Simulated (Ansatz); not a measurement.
# FeRu3C: relaxing a made-up structure

This structure for FeRu3C is made up. Its elements were placed in a known structure type with a cell scaled to their sizes. What cell does the guess relax to, and how far off was it?

Program: Ansatz 0.2.0. Level of theory: DFT, PBEsol, plane-wave PAW, files of the set soft_1, scalar-relativistic, ferromagnetic start, cell and ions relaxed at zero pressure; PAW set soft_1. Results are calculated unless marked as measured.

## Step 1: The starting structure

It takes space group Pm-3m (No. 221, cubic). The conventional cell has a = 3.854 Å, b = 3.854 Å, c = 3.854 Å, α = 90.00°, β = 90.00°, γ = 90.00°. Ru has 2 C at 1.93 Å and 4 Fe at 2.73 Å and 8 Ru at 2.73 Å nearest. Nearest to Fe lie 12 Ru at 2.73 Å. Nearest to C lie 6 Ru at 1.93 Å. Farther neighbours are not listed.

## Step 2: Relaxation of the guess

The guess takes its coordinates from another compound and its volume from a rule, so the cell and any free coordinates are relaxed together.

The input, input.yaml:

```yaml
crystal:
  lattice:
    - [3.854, 0.0, 0.0]
    - [0.0, 3.854, 0.0]
    - [0.0, 0.0, 3.854]
  atoms:
    - { symbol: Ru, position: [0.5, 0.5, 0.0], spin: 1.0 }
    - { symbol: Ru, position: [0.5, 0.0, 0.5], spin: 1.0 }
    - { symbol: Ru, position: [0.0, 0.5, 0.5], spin: 1.0 }
    - { symbol: Fe, position: [0.0, 0.0, 0.0], spin: 3.0 }
    - { symbol: C, position: [0.5, 0.5, 0.5] }
magnetization:
  spin_polarized: true
kpoints:
  mp_grid: { grid: [7, 7, 7] }
scf:
  occupations: { method: fermi_dirac, width: 0.05 }
hamiltonian:
  xc: pbesol
  pseudopotentials: { kind: paw, azcp: { folder: soft_1 }, xc_functional: pbe }
relax:
  f_tol: 0.015
  max_steps: 70
  cell: {}
output:
  forces: true
  stress: true
```

Run with:

```console
> ansatz run input.yaml --threads 4 --pin off --max-ram 8192MiB --backend cpu --events-out ev --progress --plain --runs-dir out
```

Numbers of over 12 decimals in the logs are rounded to 6 here.

The program printed:

```text
Engine: ansatz 0.2.0, aarch64-unknown-linux-gnu
Pseudopotentials: kind: paw
Pseudopotential: Ru, paw, valence charge 16, recommended cutoff 420 eV (normal), soft_1/Ru.paw.azcp
Pseudopotential: Fe, paw, valence charge 16, recommended cutoff 420 eV (normal), soft_1/Fe.paw.azcp
Pseudopotential: C, paw, valence charge 4, recommended cutoff 420 eV (normal), soft_1/C.paw.azcp
Functional definition: PBEsol
  exchange = pbesol_x
  correlation = pbesol_c
Crystal: 5 atoms, lattice volume = 57.245 Å³
Basis set: ecut = 420 eV, 1141 PW (Γ), exchange–correlation on 54×54×54 points (8 copies of the dense FFT grid, shifted against one another)
Bands: 45, of which v1, the nominal top of the filled ones, is band 34 counted from 1 (33 counted from 0)
Symmetry: 48 space group operations
Space group: Pm-3m (ITA 221), of the structure as read, at distance tolerance 3.9e-5 Å
Magnetic group: BNS 221.92 (UNI 1594), of the structure as read, at distance tolerance 3.9e-5 Å
k-points: 20 of 343
Non-local potential: Ru, projectors of the file, l = 0: 3, l = 1: 2, l = 2: 2, l = 3: 1
Non-local potential: Fe, projectors of the file, l = 0: 3, l = 1: 2, l = 2: 3, l = 3: 1
Non-local potential: C, projectors of the file, l = 0: 2, l = 1: 2, l = 2: 1
PAW form: soft (Blöchl's): semilocal exchange-correlation on the pseudo side does not see the compensation charge
PAW frozen core: Ru, regenerated for the run's functional, and the local potential with it (the file was generated under x = pbe(κ = 0.804, μ = 0.219515), c = pbe(β = 0.066725))
PAW frozen core: Fe, regenerated for the run's functional, and the local potential with it (the file was generated under x = pbe(κ = 0.804, μ = 0.219515), c = pbe(β = 0.066725))
PAW frozen core: C, regenerated for the run's functional, and the local potential with it (the file was generated under x = pbe(κ = 0.804, μ = 0.219515), c = pbe(β = 0.066725))
PAW one-centre angular grid: Ru, 590 points (default); XC on 64 Gauss nodes
PAW one-centre angular grid: Fe, 590 points (default); XC on 64 Gauss nodes
PAW one-centre angular grid: C, 110 points (default); XC on 64 Gauss nodes
Initial density: superposition of atomic densities (chi_scale 0.1, normalization cell)
Starting moments: Σ|m| = 6 μB on 4 of 5 sites
Initial wavefunctions: pseudopotential atomic-orbital guess
Functional: x = pbesol(κ = 0.804, μ = 0.123457), c = pbesol(β = 0.046)
SCF iter   1: F=—  HF=-22148.122286 eV  |F-HF|=—  |Δ(HF+E_count)|=         —  Δρ=8.69e-2 (↑8.69e-2 ↓7.25e-2)  dr2=1.58e1  dr2_m=2.67e-1  M=4.396 μB ∫|m|=4.450 μB  β_m=0.30  ethr=3.10e-3  ⟨swp⟩=6.2  Hψ=6487  notcnv=0  defer=1
Mixer restart at iter 1: flushing history
preconditioner: auto → Kerker (q_TF=auto, 2.808 Å⁻¹)  [metal: Δε(μ)=0.019 eV  Ē_g=8.742 eV  σ=0.050 eV  W_gap=0.10  n_scr=18 (ndim 8)  ℏωp=29.4 eV  f_vac=0.000  D(μ)=6.26/eV (n_scr^D=80)]
spin=Collinear: Kerker preconditioning applied to the charge; magnetization (m = ρ↑ − ρ↓) channel mixes plain (no charge-response kernel on spin).
SCF iter   2: F=—  HF=-22144.508801 eV  |F-HF|=—  |Δ(HF+E_count)|=    3.61e0  Δρ=5.53e-2 (↑5.53e-2 ↓4.31e-2)  dr2=5.74e0  dr2_m=1.80e-1  M=4.422 μB ∫|m|=4.471 μB  β_m=0.52  ethr=3.10e-3  ⟨swp⟩=2.0  Hψ=3161  notcnv=0  defer=98
SCF iter   3: F=—  HF=-22143.022094 eV  |F-HF|=—  |Δ(HF+E_count)|=    1.49e0  Δρ=1.46e-2 (↑1.12e-2 ↓1.46e-2)  dr2=1.21e-1  dr2_m=2.32e-2  M=4.269 μB ∫|m|=4.327 μB  β_m=0.54  ethr=3.10e-3  ⟨swp⟩=3.0  Hψ=3332  notcnv=0  defer=101
SCF iter   4: F=—  HF=-22143.178806 eV  |F-HF|=—  |Δ(HF+E_count)|=         —  Δρ=1.36e-2 (↑1.36e-2 ↓1.28e-2)  dr2=3.61e-2  dr2_m=7.64e-2  M=3.784 μB ∫|m|=3.865 μB  β_m=0.54  ethr=1.77e-4  ⟨swp⟩=2.3  Hψ=3751  notcnv=0  defer=103
Mixer restart at iter 4: flushing history
SCF iter   5: F=—  HF=-22143.200070 eV  |F-HF|=—  |Δ(HF+E_count)|=   2.13e-2  Δρ=8.58e-3 (↑6.07e-3 ↓8.58e-3)  dr2=1.29e-2  dr2_m=2.32e-2  M=3.766 μB ∫|m|=3.852 μB  β_m=0.75  ethr=5.31e-5  ⟨swp⟩=2.0  Hψ=3338  notcnv=0  defer=103
SCF iter   6: F=—  HF=-22143.220174 eV  |F-HF|=—  |Δ(HF+E_count)|=   2.01e-2  Δρ=4.53e-3 (↑4.53e-3 ↓2.33e-3)  dr2=6.58e-3  dr2_m=4.03e-3  M=3.762 μB ∫|m|=3.849 μB  β_m=0.77  ethr=1.90e-5  ⟨swp⟩=2.1  Hψ=3528  notcnv=0  defer=103
SCF iter   7: F=—  HF=-22143.218592 eV  |F-HF|=—  |Δ(HF+E_count)|=   1.58e-3  Δρ=1.96e-3 (↑4.46e-4 ↓1.96e-3)  dr2=4.10e-3  dr2_m=5.08e-4  M=3.767 μB ∫|m|=3.855 μB  β_m=0.88  ethr=9.68e-6  ⟨swp⟩=2.0  Hψ=3638  notcnv=0  defer=105
SCF iter   8: F=—  HF=-22143.218075 eV  |F-HF|=—  |Δ(HF+E_count)|=   5.17e-4  Δρ=7.58e-4 (↑2.16e-4 ↓7.58e-4)  dr2=1.93e-4  dr2_m=1.08e-4  M=3.766 μB ∫|m|=3.854 μB  β_m=0.82  ethr=6.03e-6  ⟨swp⟩=1.9  Hψ=2279  notcnv=0  defer=105
SCF iter   9: F=—  HF=-22143.218183 eV  |F-HF|=—  |Δ(HF+E_count)|=   1.07e-4  Δρ=5.87e-4 (↑1.26e-4 ↓5.87e-4)  dr2=1.62e-4  dr2_m=5.68e-5  M=3.761 μB ∫|m|=3.849 μB  β_m=0.91  ethr=2.85e-7  ⟨swp⟩=1.5  Hψ=2013  notcnv=0  defer=105
SCF iter  10: F=—  HF=-22143.218234 eV  |F-HF|=—  |Δ(HF+E_count)|=   5.14e-5  Δρ=3.71e-5 (↑3.71e-5 ↓3.05e-5)  dr2=2.66e-6  dr2_m=9.00e-8  M=3.758 μB ∫|m|=3.846 μB  β_m=0.90  ethr=2.38e-7  ⟨swp⟩=2.0  Hψ=2352  notcnv=0  defer=105
SCF iter  11: F=—  HF=-22143.218281 eV  |F-HF|=—  |Δ(HF+E_count)|=   4.63e-5  Δρ=2.55e-5 (↑2.55e-5 ↓2.27e-5)  dr2=1.31e-6  dr2_m=1.00e-8  M=3.757 μB ∫|m|=3.846 μB  β_m=0.95  ethr=3.91e-9  ⟨swp⟩=2.0  Hψ=2253  notcnv=0  defer=105
SCF iter  12: F=—  HF=-22143.218280 eV  |F-HF|=—  |Δ(HF+E_count)|=   1.56e-7  Δρ=5.48e-6 (↑2.63e-6 ↓5.48e-6)  dr2=4.71e-8  dr2_m=1.39e-9  M=3.757 μB ∫|m|=3.845 μB  β_m=0.86  ethr=1.93e-9  ⟨swp⟩=1.8  Hψ=1943  notcnv=0  defer=105
SCF iter  13: F=-22143.218280 eV  HF=-22143.218280 eV  |F-HF|=5.49e-9  |Δ(HF+E_count)|=   9.35e-9  Δρ=3.11e-6 (↑8.01e-7 ↓3.11e-6)  dr2=7.35e-9  dr2_m=1.48e-9  M=3.757 μB ∫|m|=3.845 μB  ethr=6.92e-11  ⟨swp⟩=2.0  Hψ=5308  notcnv=0
SCF 1 converged in 13 iterations: F = -22143.218280 eV  dr2 = 7.35e-9
  greatest PAW one-centre occupation: 1.001 electrons in one spin orbital (limit 2), on the Fe atom at site 3 (counted from 0), in its partial waves of l = 1
relax step   1: F+E_penalty+E_count = -22143.21828034 eV  Δ(F+E_penalty+E_count) = +0.000e0 eV  max|allowed force component| = 4.284e-29 eV/Å  Δτ_max = 0.0000 Å  P = +25.760 GPa  Ω = 57.245 Å³  (13 SCF iters, dr2 threshold 1.00e-7 eV, accepted)
Crystal: 5 atoms, lattice volume = 62.163 Å³
Basis set: ecut = 420 eV, 1213 PW (Γ), exchange–correlation on 54×54×54 points (8 copies of the dense FFT grid, shifted against one another)
Initial density: handed on by an earlier stage of this run
[...]
SCF iter   7: F=—  HF=-22143.559173 eV  |F-HF|=—  |Δ(HF+E_count)|=   4.82e-7  Δρ=7.08e-6 (↑6.47e-6 ↓7.08e-6)  dr2=4.25e-8  dr2_m=1.82e-8  M=4.183 μB ∫|m|=4.271 μB  β_m=0.79  ethr=8.76e-10  ⟨swp⟩=2.0  Hψ=3154  notcnv=0
SCF iter   8: F=—  HF=-22143.559173 eV  |F-HF|=—  |Δ(HF+E_count)|=   3.80e-7  Δρ=3.36e-6 (↑3.36e-6 ↓3.07e-6)  dr2=4.33e-10  dr2_m=5.69e-9  M=4.183 μB ∫|m|=4.271 μB  β_m=0.90  ethr=6.25e-11  ⟨swp⟩=2.0  Hψ=2986  notcnv=0
SCF iter   9: F=-22143.559173 eV  HF=-22143.559173 eV  |F-HF|=2.75e-7  |Δ(HF+E_count)|=   2.55e-8  Δρ=1.66e-5 (↑3.37e-6 ↓1.66e-5)  dr2=2.98e-7  dr2_m=3.55e-8  M=4.183 μB ∫|m|=4.271 μB  ethr=1.00e-12  ⟨swp⟩=1.0  Hψ=5300  notcnv=0
SCF 3 converged in 9 iterations: F = -22143.559173 eV  dr2 = 2.98e-7
relax step   3: F+E_penalty+E_count = -22143.55917305 eV  Δ(F+E_penalty+E_count) = -1.449e-3 eV  max|allowed force component| = 1.060e-29 eV/Å  Δτ_max = 0.0000 Å  P = -0.136 GPa  Ω = 61.927 Å³  energy of the carried Pulay correction = -9.640e-3 eV  (9 SCF iters, dr2 threshold 5.00e-7 eV, accepted)
[...]
relax step   4: F+E_penalty+E_count = -22143.55924573 eV  Δ(F+E_penalty+E_count) = -7.268e-5 eV  max|allowed force component| = 1.199e-29 eV/Å  Δτ_max = 0.0000 Å  P = +0.001 GPa  Ω = 61.897 Å³  energy of the carried Pulay correction = -9.580e-3 eV  (7 SCF iters, dr2 threshold 4.64e-8 eV, accepted)
[...]
relax step   5: F+E_penalty+E_count = -22143.57188802 eV  Δ(F+E_penalty+E_count) = -1.264e-2 eV  max|allowed force component| = 4.157e-29 eV/Å  Δτ_max = 0.0000 Å  P = +0.231 GPa  Ω = 61.897 Å³  stress off target by 2.31e-1 GPa  SCF on the basis re-selected at this cell (its energy is not comparable with the rows above)  (12 SCF iters)
[...]
relax step   6: F+E_penalty+E_count = -22143.57182583 eV  Δ(F+E_penalty+E_count) = +6.219e-5 eV  max|allowed force component| = 2.848e-29 eV/Å  Δτ_max = 0.0000 Å  P = +0.003 GPa  Ω = 61.947 Å³  energy of the carried Pulay correction = -9.916e-5 eV  (7 SCF iters, dr2 threshold 1.33e-7 eV, accepted)
iter 1 solved again at ethr=1.49e-7 eV; its pass at ethr=3.10e-3 eV (dr2=1.01e-4 eV) is discarded
SCF iter   1: F=—  HF=-22143.572196 eV  |F-HF|=—  |Δ(HF+E_count)|=         —  Δρ=5.81e-6 (↑4.99e-6 ↓5.81e-6)  dr2=3.39e-8  dr2_m=1.20e-9  M=4.184 μB ∫|m|=4.273 μB  β_m=0.65  ethr=1.49e-7  ⟨swp⟩=3.0  Hψ=10742  notcnv=0
eigensolver tolerance schedule: the retry pair's looser diagonalisation over-reported the residual by 2980.64 of it (diagonalisation noise at 0.17 of the residual, at the tolerance the schedule requests for it); recorded, not acted on — ethr = c·dr2/N_el stays at c = 1.0e-1
preconditioner: auto → none  [metal: Δε(μ)=0.009 eV  Ē_g=7.764 eV  σ=0.050 eV  W_gap=0.04  n_scr=6 (ndim 8)  ℏωp=28.3 eV  f_vac=0.000  D(μ)=5.54/eV (n_scr^D=80)]
SCF iter   2: F=—  HF=-22143.572198 eV  |F-HF|=—  |Δ(HF+E_count)|=   2.18e-6  Δρ=3.91e-6 (↑3.91e-6 ↓3.08e-6)  dr2=2.43e-8  dr2_m=4.33e-10  M=4.184 μB ∫|m|=4.273 μB  β_m=0.37  ethr=4.99e-11  ⟨swp⟩=2.6  Hψ=3404  notcnv=0
SCF iter   3: F=—  HF=-22143.572198 eV  |F-HF|=—  |Δ(HF+E_count)|=   4.23e-9  Δρ=1.83e-6 (↑1.83e-6 ↓1.72e-6)  dr2=8.82e-10  dr2_m=2.25e-10  M=4.184 μB ∫|m|=4.273 μB  β_m=0.45  ethr=3.57e-11  ⟨swp⟩=2.0  Hψ=3028  notcnv=0
SCF iter   4: F=—  HF=-22143.572198 eV  |F-HF|=—  |Δ(HF+E_count)|=   5.86e-9  Δρ=1.28e-6 (↑1.01e-6 ↓1.28e-6)  dr2=5.05e-10  dr2_m=4.75e-10  M=4.184 μB ∫|m|=4.273 μB  β_m=0.72  ethr=1.30e-12  ⟨swp⟩=2.3  Hψ=3085  notcnv=0
SCF iter   5: F=—  HF=-22143.572198 eV  |F-HF|=—  |Δ(HF+E_count)|=   4.66e-9  Δρ=1.20e-6 (↑8.40e-7 ↓1.20e-6)  dr2=6.70e-10  dr2_m=4.80e-10  M=4.185 μB ∫|m|=4.273 μB  β_m=0.86  ethr=1.00e-12  ⟨swp⟩=2.0  Hψ=3088  notcnv=0
SCF iter   6: F=—  HF=-22143.572198 eV  |F-HF|=—  |Δ(HF+E_count)|=   3.61e-9  Δρ=7.46e-7 (↑7.46e-7 ↓6.70e-7)  dr2=1.68e-9  dr2_m=1.29e-10  M=4.185 μB ∫|m|=4.273 μB  β_m=0.66  ethr=1.00e-12  ⟨swp⟩=2.3  Hψ=3214  notcnv=0
SCF iter   7: F=—  HF=-22143.572198 eV  |F-HF|=—  |Δ(HF+E_count)|=  1.46e-10  Δρ=1.77e-7 (↑1.48e-7 ↓1.77e-7)  dr2=2.94e-11  dr2_m=2.04e-12  M=4.185 μB ∫|m|=4.273 μB  β_m=0.62  ethr=1.00e-12  ⟨swp⟩=2.0  Hψ=2528  notcnv=0
SCF iter   8: F=—  HF=-22143.572198 eV  |F-HF|=—  |Δ(HF+E_count)|=  2.55e-11  Δρ=8.69e-8 (↑8.69e-8 ↓6.74e-8)  dr2=6.94e-12  dr2_m=8.89e-13  M=4.185 μB ∫|m|=4.273 μB  β_m=0.76  ethr=1.00e-12  ⟨swp⟩=1.1  Hψ=1809  notcnv=0
SCF iter   9: F=-22143.572198 eV  HF=-22143.572198 eV  |F-HF|=4.00e-11  |Δ(HF+E_count)|=  4.00e-11  Δρ=1.96e-7 (↑6.32e-8 ↓1.96e-7)  dr2=4.12e-11  dr2_m=3.74e-12  M=4.185 μB ∫|m|=4.273 μB  ethr=1.00e-12  ⟨swp⟩=2.0  Hψ=5121  notcnv=0
SCF 7 converged in 9 iterations: F = -22143.572198 eV  dr2 = 4.12e-11
relax step   7: F+E_penalty+E_count = -22143.57219799 eV  Δ(F+E_penalty+E_count) = -3.722e-4 eV  max|allowed force component| = 1.988e-29 eV/Å  Δτ_max = 0.0000 Å  P = +0.002 GPa  Ω = 61.947 Å³  stress off target by 1.64e-3 GPa  SCF on the basis re-selected at this cell (its energy is not comparable with the rows above)  (9 SCF iters)
basis re-selected at this cell: Δ(F+E_penalty+E_count) = -3.722e-4 eV, ΔP = -0.002 GPa vs the last step (what re-selecting the basis moved, of the pressure what is left beyond the Pulay correction that the steps carried, after the strain that the cell walked since its last selection, with what the two solves' SCF thresholds leave and, on support functions, any second-order correction that the steps lacked; it is no m [...]
SCF converged after 9 iterations
Magnetization: 4.1845 μB (36.0923 up, 31.9077 down)
Absolute magnetization: 4.2726 μB (∫|ρ↑−ρ↓|, with the PAW one-centre terms)
Spin contamination: 0.2078 ħ² per cell (⟨S²⟩ above its minimum at these occupations)
Per-site moments (μB) at R_I (Å): [(0.224428, 0.816084), (0.224428, 0.816084), (0.224428, 0.816084), (3.308065, 1.154116), (0.036431, 0.816084)]
Free energy (F): -22143.572198 eV
Harris-Foulkes:  -22143.572198 eV  (|F-HF|=4.00e-11)
Internal energy: -22143.527432 eV  (E = F + TS)
E sigma→0 (E₀):  -22143.549815 eV
Entropy (-TS):   -0.044766 eV (-8.953 meV/atom)
Fermi energy:    19.687139 eV
--- Per-component energies (eV) ---
  E_band       = -502.452170
  E_kinetic    = 1797.086170
  E_local      = -6559.900135  (includes V_loc(G=0)·N_el)
  E_nonlocal   = 1562.534622
  E_hartree    = 2366.731451
  E_xc         = -662.862233
  E_vxc        = -841.685903  (∫ρ·V_xc dr)
  E_paw        = -11768.722278  (= ΣΔE_a)
  E_vpaw       = -1193.950561  (= ΣTr[D̂ρ^β])
  E_aug_tail   = 0.001105  (compensation charges beyond the density's cutoff)
  E_ewald      = -8879.356325
  E_core_change = 0.960193  (= ΣΔE_core)
  E_smearing   = -0.044766  (= −TS)
  E_closure    = -0.000000  (closes the sum)
  Σ components = -22143.572198   (vs F -22143.572198, Δ=0.00e0)
--- Forces (eV/Å), atoms counted from 1 ---
  atom   1  Ru    -0.00000000     0.00000000     0.00000000
  atom   2  Ru    -0.00000000     0.00000000     0.00000000
  atom   3  Ru     0.00000000    -0.00000000     0.00000000
  atom   4  Fe     0.00000000     0.00000000    -0.00000000
  atom   5  C     -0.00000000     0.00000000     0.00000000
  max |Σ_I F_I| component: 1.67e-29 eV/Å
--- Stress (GPa, compression-positive) ---
        0.001645      -0.000000      -0.000000
       -0.000000       0.001645       0.000000
       -0.000000       0.000000       0.001645
  P = ⅓ Tr σ = 0.0016 GPa (0.016 kbar)
--- Relaxed structure (5 steps of the walk, 5 accepted, 2 SCFs on fresh bases) ---
  F+E_penalty+E_count = -22143.57219799 eV   max|allowed force component| = 1.988e-29 eV/Å   (the final SCF, on the basis selected at the relaxed cell)
  cell:  # Å, volume = 61.9473 Å³
    - [3.956769, 0, 0]
    - [0, 3.956769, 0.0]
    - [0, 0.0, 3.956769]
  atoms:
    - { symbol: Ru, position: [0.5, 0.5, 0] }
    - { symbol: Ru, position: [0.5, 0, 0.5] }
    - { symbol: Ru, position: [0, 0.5, 0.5] }
    - { symbol: Fe, position: [0, 0, 0] }
    - { symbol: C, position: [0.5, 0.5, 0.5] }
```

Run time: 19 s. Hardware: 4 threads of Arm Neoverse V1, shared host; peak memory 0.43 GiB; 57 s of CPU time.

Step by step:

| step | energy less that of the first step (eV) | largest force component (eV/Å) | pressure (GPa) | volume (Å³) |
| --- | --- | --- | --- | --- |
| 1 | 0.0000 | 0.0000 | 25.76 | 57.24 |
| 2 | -0.3394 | 0.0000 | -1.20 | 62.16 |
| 3 | -0.3409 | 0.0000 | -0.14 | 61.93 |
| 4 | -0.3410 | 0.0000 | 0.00 | 61.90 |
| 5* | -0.3536 | 0.0000 | 0.23 | 61.90 |
| 6 | -0.3535 | 0.0000 | 0.00 | 61.95 |
| 7* | -0.3539 | 0.0000 | 0.00 | 61.95 |

Relaxation steps marked * repeat the geometry before them on a plane-wave basis chosen anew for their cell, so energy and pressure can jump there.

The run keeps the 48 symmetry operations that it works with, so distortions that break them were not tested.

| conventional cell, symmetrised | before | after | change |
| --- | --- | --- | --- |
| a (Å) | 3.854 | 3.957 | +2.7 % |
| b (Å) | 3.854 | 3.957 | +2.7 % |
| c (Å) | 3.854 | 3.957 | +2.7 % |
| volume (Å³/atom) | 11.45 | 12.39 | +8.2 % |

Final coordinates:

```cif
data_structure
_symmetry_space_group_name_H-M 'P 1'
_symmetry_Int_Tables_number 1
_cell_length_a 3.9568
_cell_length_b 3.9568
_cell_length_c 3.9568
_cell_angle_alpha 90.000
_cell_angle_beta 90.000
_cell_angle_gamma 90.000
_cell_volume 61.95
loop_
_atom_site_label
_atom_site_type_symbol
_atom_site_fract_x
_atom_site_fract_y
_atom_site_fract_z
_atom_site_occupancy
Ru1 Ru 0.50000 0.50000 0.00000 1
Ru2 Ru 0.50000 0.00000 0.50000 1
Ru3 Ru 0.00000 0.50000 0.50000 1
Fe4 Fe 0.00000 0.00000 0.00000 1
C5 C 0.50000 0.50000 0.50000 1
```

This step gave:

- free energy: -22143.5722 eV
- energy at zero smearing: -22143.5498 eV
- smearing term TS: 0.04477 eV
- Fermi energy: 19.69 eV
- magnetization: 4.185 μB
- absolute magnetization: 4.273 μB
- site moments: 0.2244, 0.2244, 0.2244, 3.308, 0.03643 μB
- electrons: 68
- symmetry operations: 48
- pressure: 0.001645 GPa

Site moment by atom:

| atom | site moment (μB) |
| --- | --- |
| Ru1 | 0.22 |
| Ru2 | 0.22 |
| Ru3 | 0.22 |
| Fe4 | 3.31 |
| C5 | 0.04 |

The shortest distance of each pair, which need not be the same contact before and after:

| pair | guess (Å) | relaxed (Å) |
| --- | --- | --- |
| C–Ru | 1.927 | 1.978 |
| Ru–Ru | 2.725 | 2.798 |
| Fe–Ru | 2.725 | 2.798 |
| C–Fe | 3.338 | 3.427 |
| Fe–Fe | 3.854 | 3.957 |

The relaxation ends with a pressure of 0.00 GPa.

## Step 3: Results

| Property | Result |
| --- | --- |
| space group, relaxed | Pm-3m |
| conventional cell | a = 3.957, b = 3.957, c = 3.957 Å; α = 90.0°, β = 90.0°, γ = 90.0° |
| volume per atom | 12.39 Å³ (guess 11.45) |
| total moment | 4.18 μB in the cell of 5 atoms |

What this shows: FeRu3C relaxes to Pm-3m with a = 3.957, b = 3.957 and c = 3.957 Å. The guessed volume was 8 % too small. The space group Pm-3m was held in the relaxation, so the end point is a stationary structure within it and may be a saddle against distortions or other arrangements. The input starts from parallel moments, and no other start was typed. Mesh and cutoff weren't tested. No dispersion term is used, so weakly bound directions may come out too long. Nothing here tests whether the compound is stable against decomposition.

[Logs are printed without paths, hosts, clocks, repeated set-up lines and the standing remarks that a program may print on its own settings, such as how far it seeks lower states.]

[Hosts, paths, dates, database ids (printed as entryN), source tags and the programs' standing remarks are cut or masked in the printed files.]
